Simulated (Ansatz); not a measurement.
# Lattice dynamics of Cd2Sn (model cell, started as cuprite)

Task: relax Cd2Sn (model cell, started as cuprite), then find its harmonic phonons.

Main program and level: Ansatz 0.2.0; DFT PBEsol, scalar-relativistic, plane waves, PAW.

Report form: the programs' logs are mostly left out.

The structure was built from a prototype and need not be the compound's stable phase.

In doubt: the program warns that the response may not be converged on this k-mesh (step 5), which bears on the force constants and all frequencies.

### Step 1. Starting point

The structure is cubic, space group Pn-3m (No. 224). The conventional cell has a = 6.402 Å, b = 6.402 Å, c = 6.402 Å, α = 90.00°, β = 90.00°, γ = 90.00°. Nearest to Sn lie 4 Cd at 2.77 Å. Nearest to Cd lie 2 Sn at 2.77 Å. Farther neighbours are not listed.

### Step 2. Bringing the structure to rest, k-mesh 6×6×6

The cell and atoms are relaxed, since residual forces and stress would shift the frequencies.

Contents of input.yaml:

```yaml
crystal:
  lattice:
    - [6.40166, 0.0, 0.0]
    - [0.0, 6.40166, 0.0]
    - [0.0, 0.0, 6.40166]
  atoms:
    - { symbol: Sn, position: [0.0, 0.0, 0.0] }
    - { symbol: Sn, position: [0.5, 0.5, 0.5] }
    - { symbol: Cd, position: [0.25, 0.25, 0.25] }
    - { symbol: Cd, position: [0.75, 0.75, 0.25] }
    - { symbol: Cd, position: [0.75, 0.25, 0.75] }
    - { symbol: Cd, position: [0.25, 0.75, 0.75] }
kpoints:
  mp_grid: { grid: [6, 6, 6] }
hamiltonian:
  xc: pbesol
scf:
  occupations: { method: gaussian, width: 0.02 }
output:
  forces: true
  stress: true
  eigenvalues: true
relax:
  adjacent_minimum: "off"
  f_tol: 0.005
  max_steps: 80
  cell: { stress_tol: 0.05 }
```

On the command line:

```console
$ ansatz run input.yaml --threads 8 --pin off --max-ram 14336MiB --backend cpu --events-out ev --progress --plain --runs-dir out
```

Wall time 38 s (8 threads of Intel Xeon Platinum 8375C at 2.90GHz (Ice Lake), shared host); peak memory 1.1 GiB; 2.7 min of CPU time.

The steps of the relaxation:

```tsv
step	energy less that of the first step (eV)	largest force component (eV/Å)	pressure (GPa)	volume (Å³)
1	0.0000	0.0000	-1.75	262.35
2	-0.1338	0.0000	-0.32	243.10
3	-0.1375	0.0000	0.07	239.19
4	-0.1375	0.0000	0.00	239.85
5*	-0.1344	0.0000	0.00	239.85
```

Relaxation steps marked * repeat the geometry before them on a plane-wave basis chosen anew for their cell, so energy and pressure can jump there.

Forces are held to the 48 operations that the run works with; a distortion that breaks them can't arise in this run.

```tsv
conventional cell, symmetrised	before	after	change
a (Å)	6.402	6.213	-2.9 %
b (Å)	6.402	6.213	-2.9 %
c (Å)	6.402	6.213	-2.9 %
volume (Å³/atom)	43.72	39.97	-8.6 %
```

The relaxed structure:

```
Sn Cd
1.0
     6.21316    0.00000    0.00000
     0.00000    6.21316    0.00000
     0.00000    0.00000    6.21316
Sn Cd
2 4
Direct
  0.00000 0.00000 0.00000
  0.50000 0.50000 0.50000
  0.25000 0.25000 0.25000
  0.75000 0.75000 0.25000
  0.75000 0.25000 0.75000
  0.25000 0.75000 0.75000
```

This step gave:

```
pressure           : 0.002495 GPa
gap on the k-mesh  : 0.8087 eV
volume per atom    : 39.97 Å³
direct gap on mesh : 0.9110 eV
```

In this step the volume went from 43.72 to 39.97 Å³/atom.

### Step 3. Bringing the structure to rest, k-mesh 4×4×4

The relaxation is repeated from its end, on the mesh and smearing that suit the cell and gap now reached.

Edit input.yaml of step 2 so:

```diff
@@ -2,5 +2,5 @@
   lattice:
-    - [6.40166, 0.0, 0.0]
-    - [0.0, 6.40166, 0.0]
-    - [0.0, 0.0, 6.40166]
+    - [6.213158322, 0.0, 0.0]
+    - [0.0, 6.213158322, 0.0]
+    - [0.0, 0.0, 6.213158322]
   atoms:
@@ -13,3 +13,3 @@
 kpoints:
-  mp_grid: { grid: [6, 6, 6] }
+  mp_grid: { grid: [4, 4, 4] }
 hamiltonian:
```

Run time: 9.5 s. Hardware: 8 threads; peak memory 0.99 GiB.

Little changed from the start: no atom moved by 0.005 Å and no cell edge by 0.1 %.

Numbers from this step:

| Property | Result |
| --- | --- |
| pressure | -0.002478 GPa |
| gap on the k-mesh | 0.8064 eV |
| direct gap on mesh | 0.9086 eV |

In this step the volume went from 39.97 to 39.97 Å³/atom.

### Step 4. Relaxing to small forces for the phonons

Phonons need a cell at rest on their own settings, so the relaxation is repeated with tight tolerances on forces and stress, using the mesh and the filling of the phonon run that follows.

Edit input.yaml of step 3 so:

```diff
@@ -17,3 +17,3 @@
 scf:
-  occupations: { method: gaussian, width: 0.02 }
+  occupations: { method: fixed }
 output:
@@ -24,4 +24,4 @@
   adjacent_minimum: "off"
-  f_tol: 0.005
-  max_steps: 80
-  cell: { stress_tol: 0.05 }
+  f_tol: 0.001
+  max_steps: 60
+  cell: { stress_tol: 0.01 }
```

It took 9.3 s on 8 threads; peak memory 1 GiB; 38 s of CPU time.

Little changed from the start: no atom moved by 0.005 Å and no cell edge by 0.1 %.

Numbers from this step:

```
pressure : -0.002479 GPa
```

The forces vanish by symmetry and the pressure is -0.002 GPa, within the tolerances set. The cell now holds 39.97 Å³/atom.

### Step 5. The dispersion

The mesh has a single point along some directions, so zone-edge points there are not solved. Linear response on a 1×1×1 q mesh gives force constants as far as a supercell of that size would.

input.yaml, the sections that differ from step 4:

```yaml
output:
  eigenvalues: true
phonons:
  method: dfpt
  dielectric: true
  rigid_motions: translations
  raman: true
  qmesh: [1, 1, 1]
  temperatures: { t_max: 1000, t_step: 50 }
  qpath:
    path:
      - [[0.0, 0.0, 0.0], [0.0, 0.5, 0.0], [0.5, 0.5, 0.0], [0.0, 0.0, 0.0], [0.5, 0.5, 0.5], [0.0, 0.5, 0.0]]
      - [[0.5, 0.5, 0.5], [0.5, 0.5, 0.0]]
    npoints: 10
# crystal, kpoints, hamiltonian, scf: as in step 4
# relax: removed
```

It took 17 min on 8 threads; peak memory 3 GiB.

This step gave:

* sum-rule residual before enforcement: 1.12e-4 eV/Å²
* miss of the charge sum rule: 0.001109 e
* estimated error of the dielectric tensor: 0.08514
* estimated error of the Born charges: 0.02753 e
* point group: m-3m
* highest optical mode at the zone centre (no LO-TO term): 212.2 cm⁻¹
* lowest optical zone-centre mode: -7.08 cm⁻¹
* mean high-frequency dielectric constant: 13.93
* largest Born charge (third of the trace): -1.115 e
* top of the zone-centre spectrum with the field: 215.8 cm⁻¹
* lowest mode on the q mesh (acoustic modes at Γ apart): -7.08 cm⁻¹
* highest frequency at a solved wavevector (no LO-TO term at Γ): 212.2 cm⁻¹

Optical modes at the zone centre, without and with the macroscopic field of the longitudinal modes; each column is sorted by frequency, so a row need not hold one and the same mode. Modes with and without the field, by row:

```tsv
rank among optical modes	no field (cm⁻¹)	q along (1, 0, 0) (cm⁻¹)
1	-7.1	-7.1
2	-7.1	-7.1
3	-7.1	-7.1
4	43.4	43.4
5	43.4	43.4
6	43.4	45.7
7	62.4	62.4
8	62.4	62.4
9	127.5	127.5
10	127.5	127.5
11	127.5	127.5
12	169.6	169.6
13	212.2	212.2
14	212.2	212.2
15	212.2	215.8
```

Born charge (rows field, columns displacement) (e), principal values of the symmetric part by kind of site:

```tsv
atom	atoms with these values	low	middle	high	mean
Sn1	2	-1.11	-1.11	-1.11	-1.11
Cd3	4	-0.55	-0.55	2.76	0.56
```

In full for Cd3:

```
0.56 1.10 1.10
1.10 0.56 1.10
1.10 1.10 0.56
```

High-frequency dielectric tensor:

```
13.93  0.00  0.00
 0.00 13.93  0.00
 0.00  0.00 13.93
```

Transverse modes; imaginary modes are left out. Infrared lines, with heights relative to the strongest:

```tsv
position (cm⁻¹)	label	relative intensity
43	T1u	14
62	Eu	0.0
128	T2g	0.0
170	A2u	0.0
212	T1u	100
```

Activity x (w_L - w)^4 (n + 1)/w, 532 nm, 300 K; imaginary modes are left out; the tensors are static ones, while 532 nm light lies above the computed direct gap, where resonance would change the heights; modes without the macroscopic field alone. Raman lines, with heights relative to the strongest:

```tsv
position (cm⁻¹)	label	relative intensity
43	T1u	0.0
62	Eu	0.0
128	T2g	100
170	A2u	0.0
212	T1u	0.0
```

Frequencies (cm⁻¹) solved at each irreducible wavevector; negative means imaginary. Frequencies by wavevector, by row:

```tsv
q in reciprocal lattice units	star	mode 1	mode 2	mode 3	mode 4	mode 16	mode 17	mode 18
0 0 0	1	-7.1	-7.1	-7.1	0	212.2	212.2	212.2
```

Symmetry leaves 1 wavevectors to solve. The lowest mode among them, the acoustic zeros apart, lies at Γ and is slightly imaginary, 7.1i cm⁻¹, too near zero to call.

The log warns of the k mesh: “the force constants stand on the 4×4×4 k-mesh, whose period is 7.80 times the interband length at k = (0.0000, 0.0000, 0.0000), direct gap 0.909 eV, under 14: take them and everything formed from them as unconverged”.

### Step 6. What came out

```json
{"space group after relaxation (within 0.01 Å)": "Pn-3m", "volume per atom": "40.0 Å³", "gap on the k-mesh": "0.806 eV", "highest optical mode at the zone centre (no LO-TO term)": "212 cm⁻¹", "top of the zone-centre spectrum with the field": "216 cm⁻¹", "lowest optical zone-centre mode": "-7.1 cm⁻¹", "mean high-frequency dielectric constant": "13.9", "largest Born charge (third of the trace)": "-1.11 e", "lowest mode on the q mesh (acoustic modes at Γ apart)": "-7.1 cm⁻¹", "imaginary modes on the 1×1×1 q mesh": "one or more, weakly"}
```

**Reading.** No mode is clearly imaginary at the 1 irreducible wavevectors solved, but the lowest, 7.1i cm⁻¹, is too near zero to call. Without the field, the optical modes at Γ span -7 to 212 cm⁻¹ (negative means imaginary). With the macroscopic field of the longitudinal modes the top of the zone-centre spectrum lies at 216 cm⁻¹, against 212 cm⁻¹ without it. Among the real modes, the strongest infrared line is at 212 cm⁻¹. Averaged over orientations, the strongest Raman line at 532 nm and 300 K is at 128 cm⁻¹. The tensors are the static, non-resonant ones, while 532 nm light (2.33 eV) lies above the computed gap. With the field response the log warns that the k mesh is coarse for the force constants too, so the frequencies may not be converged. The q mesh is too sparse to interpolate, so only the solved wavevectors are given. The program warns that the interpolation holds no quadrupole term, so branches close to Γ can be off in this crystal. Spin-orbit coupling is left out, which can matter for the heavy elements here. The starting cell was built on a prototype and not taken from a measurement, so the phase need not exist. These are harmonic frequencies at zero temperature: anharmonic shifts, linewidths and thermal expansion are left out.

[Logs are printed without paths, hosts, clocks, repeated set-up lines and the standing remarks that a program may print on its own settings, such as how far it seeks lower states.]

[Hosts, paths, dates, database ids (printed as entryN), source tags and the programs' standing remarks are cut or masked in the printed files.]
